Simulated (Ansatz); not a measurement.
# Al wire along [110], 14 atoms a period: bands along the axis, part 2 of 2

Wanted: the relaxed geometry and the bands of the Al wire along [110], 14 atoms a period.

Ansatz 0.2.0; DFT PBE, plane waves, PAW; relaxation of a wire's period; PAW set soft_1 (the session's first sound run).

So far: The structure; Relaxation of atoms and period.

## Step 2: Relaxation of atoms and period (continued)

The steps of the relaxation:

| step | energy less that of the first step (eV) | largest force component (eV/Å) | pressure (GPa) | volume (Å³) |
| --- | --- | --- | --- | --- |
| 1 | 0.0000 | 0.3079 | -0.96 | 653.35 |
| 2 | -0.2872 | 0.1359 | 0.12 | 630.43 |
| 3 | -0.3614 | 0.0944 | 0.14 | 617.66 |
| 4 | -0.2551 | 0.1863 | 0.51 | 595.89 |
| 5 | -0.3928 | 0.0220 | -0.05 | 613.81 |
| 6 | -0.3943 | 0.0106 | 0.09 | 611.65 |
| 7 | -0.3946 | 0.0023 | 0.05 | 612.34 |
| 8* | -0.3928 | 0.0023 | 0.04 | 612.34 |

Relaxation steps marked * repeat the geometry before them on a plane-wave basis chosen anew for their cell, so energy and pressure can jump there. Relaxation step 4 was tried and not accepted.

The run keeps the 8 symmetry operations that it works with, so distortions that break them were not tested.

| cell as run | before | after | change |
| --- | --- | --- | --- |
| c (Å) | 2.857 | 2.677 | -6.3 % |

The atoms that moved most (Å, along periodic axes as changes of fractional coordinates times the final cell, across vacuum about the mean position):

| atom | dx | dy | dz | length |
| --- | --- | --- | --- | --- |
| Al3 | 0.158 | -0.023 | 0.000 | 0.159 |
| Al1 | -0.158 | -0.023 | 0.000 | 0.159 |
| Al14 | 0.158 | 0.023 | 0.000 | 0.159 |
| Al13 | -0.158 | 0.023 | 0.000 | 0.159 |
| Al11 | 0.129 | 0.024 | 0.000 | 0.131 |
| Al5 | -0.129 | 0.024 | 0.000 | 0.131 |
| Al12 | 0.129 | -0.024 | 0.000 | 0.131 |
| Al6 | -0.129 | -0.024 | 0.000 | 0.131 |

The relaxed structure:

```cif
data_structure
_symmetry_space_group_name_H-M 'P 1'
_symmetry_Int_Tables_number 1
_cell_length_a 14.8800
_cell_length_b 15.3700
_cell_length_c 2.6774
_cell_angle_alpha 90.000
_cell_angle_beta 90.000
_cell_angle_gamma 90.000
_cell_volume 612.34
loop_
_atom_site_label
_atom_site_type_symbol
_atom_site_fract_x
_atom_site_fract_y
_atom_site_fract_z
_atom_site_occupancy
Al1 Al 0.35366 0.31262 0.00000 1
Al2 Al 0.36314 0.50000 0.00000 1
Al3 Al 0.64634 0.31262 0.00000 1
Al4 Al 0.63686 0.50000 0.00000 1
Al5 Al 0.21981 0.40865 0.50000 1
Al6 Al 0.21981 0.59135 0.50000 1
Al7 Al 0.50000 0.22783 0.50000 1
Al8 Al 0.50000 0.40538 0.50000 1
Al9 Al 0.50000 0.59462 0.50000 1
Al10 Al 0.50000 0.77217 0.50000 1
Al11 Al 0.78019 0.40865 0.50000 1
Al12 Al 0.78019 0.59135 0.50000 1
Al13 Al 0.35366 0.68738 0.00000 1
Al14 Al 0.64634 0.68738 0.00000 1
```

Numbers from this step:

| Property | Result |
| --- | --- |
| energy at zero smearing | -7519.6709 eV |
| cell length along the wire | 2.677 Å |

The cell's length comes to 2.677 Å with spin left out.

## Step 3: The wire at its relaxed period

This step: DFT PBE, plane waves, PAW; bands of a perfect wire; PAW set soft_1 (Ansatz 0.2.0).

At the relaxed period the bands are computed along the axis; those that cross an energy going forward count the channels that a perfect wire would open there.

File input.yaml:

```yaml
crystal:
  lattice:
    - [14.88, 0.0, 0.0]
    - [0.0, 15.37, 0.0]
    - [0.0, 0.0, 2.6773984584]
  atoms:
    - { symbol: Al, position: [0.353660052, 0.312617468, 0.0] }
    - { symbol: Al, position: [0.363137878, 0.5, 0.0] }
    - { symbol: Al, position: [0.646339948, 0.312617468, 0.0] }
    - { symbol: Al, position: [0.636862122, 0.5, 0.0] }
    - { symbol: Al, position: [0.219810917, 0.408651173, 0.5] }
    - { symbol: Al, position: [0.219810917, 0.591348827, 0.5] }
    - { symbol: Al, position: [0.5, 0.227833216, 0.5] }
    - { symbol: Al, position: [0.5, 0.405380795, 0.5] }
    - { symbol: Al, position: [0.5, 0.594619205, 0.5] }
    - { symbol: Al, position: [0.5, 0.772166784, 0.5] }
    - { symbol: Al, position: [0.780189083, 0.408651173, 0.5] }
    - { symbol: Al, position: [0.780189083, 0.591348827, 0.5] }
    - { symbol: Al, position: [0.353660052, 0.687382532, 0.0] }
    - { symbol: Al, position: [0.646339948, 0.687382532, 0.0] }
kpoints:
  mp_grid: { grid: [1, 1, 30] }
  band_path: { path: ["Γ", Z], npoints: 90 }
scf:
  occupations: { method: fermi_dirac, width: 0.05 }
hamiltonian:
  xc: pbe
  pseudopotentials: { kind: paw, azcp: { folder: soft_1 } }
output:
  dos: { e_range: [-5, 4] }
  write_potential: true
  write_density: true
  volumetric_format: npy
```

On the command line:

```console
$ ansatz run input.yaml --threads 4 --pin off --max-ram 16384MiB --backend cpu --events-out ev --progress --plain --runs-dir out
```

Numbers of over 12 decimals in the logs are rounded to 6 here.

The log of the run:

```text
[...]
Crystal: 14 atoms, lattice volume = 612.336 Å³
Basis set: ecut = 420 eV, 12035 PW (Γ)
Bands: 35, of which v1, the nominal top of the filled ones, is band 21 counted from 1 (20 counted from 0)
Symmetry: 8 space group operations
[...]
k-points: 16 of 30
[...]
SCF iter   1: F=—  HF=-7522.903094 eV  |F-HF|=—  |Δ(HF+E_count)|=         —  Δρ=2.01e-2  dr2=2.15e1  ethr=3.10e-3  ⟨swp⟩=8.5  Hψ=3457  notcnv=0  defer=13
[...]
SCF iter   9: F=-7519.685011 eV  HF=-7519.685011 eV  |F-HF|=7.61e-10  |Δ(HF+E_count)|=   5.56e-8  Δρ=6.53e-7  dr2=5.62e-9  ethr=2.38e-10  ⟨swp⟩=19.8  Hψ=3065  notcnv=0
SCF 1 converged in 9 iterations: F = -7519.685011 eV  dr2 = 5.62e-9
[...]
NSCF: frozen V_eff on 91 k-points
WARN: The output density's exchange-correlation potential varies sharply where the density is thin. Do not read a vacuum level from v_tot or v_xc, or from such a field of the output density. On a cell that repeats whose density bears no net charge and no dipole along the vacuum's axis use v_es (v_loc + v_h of the components); under efield.dipole_correction with no amplitude use v_es + v_field, which holds any externa [...]
SCF converged after 9 iterations
Free energy (F): -7519.685011 eV
[...]
Internal energy: -7519.620282 eV  (E = F + TS)
E sigma→0 (E₀):  -7519.652647 eV
Entropy (-TS):   -0.064729 eV (-4.624 meV/atom)
Fermi energy:    0.507810 eV
[...]
--- Band table (eV; the first three rows and the last of 16) ---
  k-point 0: bands = [... 17 lower, -1.4366, -1.2496, -0.3569, 0.0283, 0.0811, 0.1324, 1.2538, 1.2728, ... 10 higher]
  k-point 1: bands = [... 17 lower, -1.4153, -1.2282, -0.3356, 0.0495, 0.1018, 0.1536, 1.2751, 1.2942, ... 10 higher]
  k-point 2: bands = [... 17 lower, -1.3512, -1.1641, -0.2719, 0.1129, 0.1635, 0.2172, 1.3386, 1.3582, ... 10 higher]
  k-point 15: bands = [... 17 lower, -0.6839, 0.2671, 0.3004, 0.5338, 0.5554, 0.7625, 1.1847, 1.4873, ... 10 higher]
```

The job ended after 28 s (4 threads of Arm Neoverse V1, shared host; peak memory 1.4 GiB).

Reading the cycles: dr2 is the Hartree energy of the density residual (eV), the measure of convergence; HF is the Harris–Foulkes estimate of the energy, which meets the free energy F at convergence.

Numbers from this step:

* energy at zero smearing: -7519.6526 eV
* band gap: 0 eV

The electronic bands at the labelled points (eV, zero at the Fermi level):

| point | band 17 | band 18 | band 19 | band 20 | band 21 | band 22 | band 23 | band 24 |
| --- | --- | --- | --- | --- | --- | --- | --- | --- |
| Γ | -2.65 | -1.94 | -1.76 | -0.86 | -0.48 | -0.43 | -0.38 | 0.75 |
| halfway | -1.47 | -0.75 | -0.58 | 0.18 | 0.31 | 0.65 | 0.73 | 1.01 |
| Z | -1.33 | -1.19 | -0.24 | -0.21 | 0.03 | 0.05 | 0.25 | 0.68 |

Between Γ and Z the bands cross the Fermi level 17 times, so a perfect wire would conduct at least 17 G₀, with spin left out.

## Step 4: Outcome

- cell length, PBE: 2.677 Å
- ballistic conductance by band crossings, a lower bound, PBE: 17 G₀

**Reading.** Under PBE the cell's length is 2.68 Å, and the bands cross the Fermi level 17 times between Γ and Z, which gives a perfect wire at least 17 G₀ (opposite crossings within one step of the path cancel in such a count).

[Logs are printed without paths, hosts, clocks, repeated set-up lines and the standing remarks that a program may print on its own settings, such as how far it seeks lower states.]

[Hosts, paths, dates, database ids (printed as entryN), source tags and the programs' standing remarks are cut or masked in the printed files.]
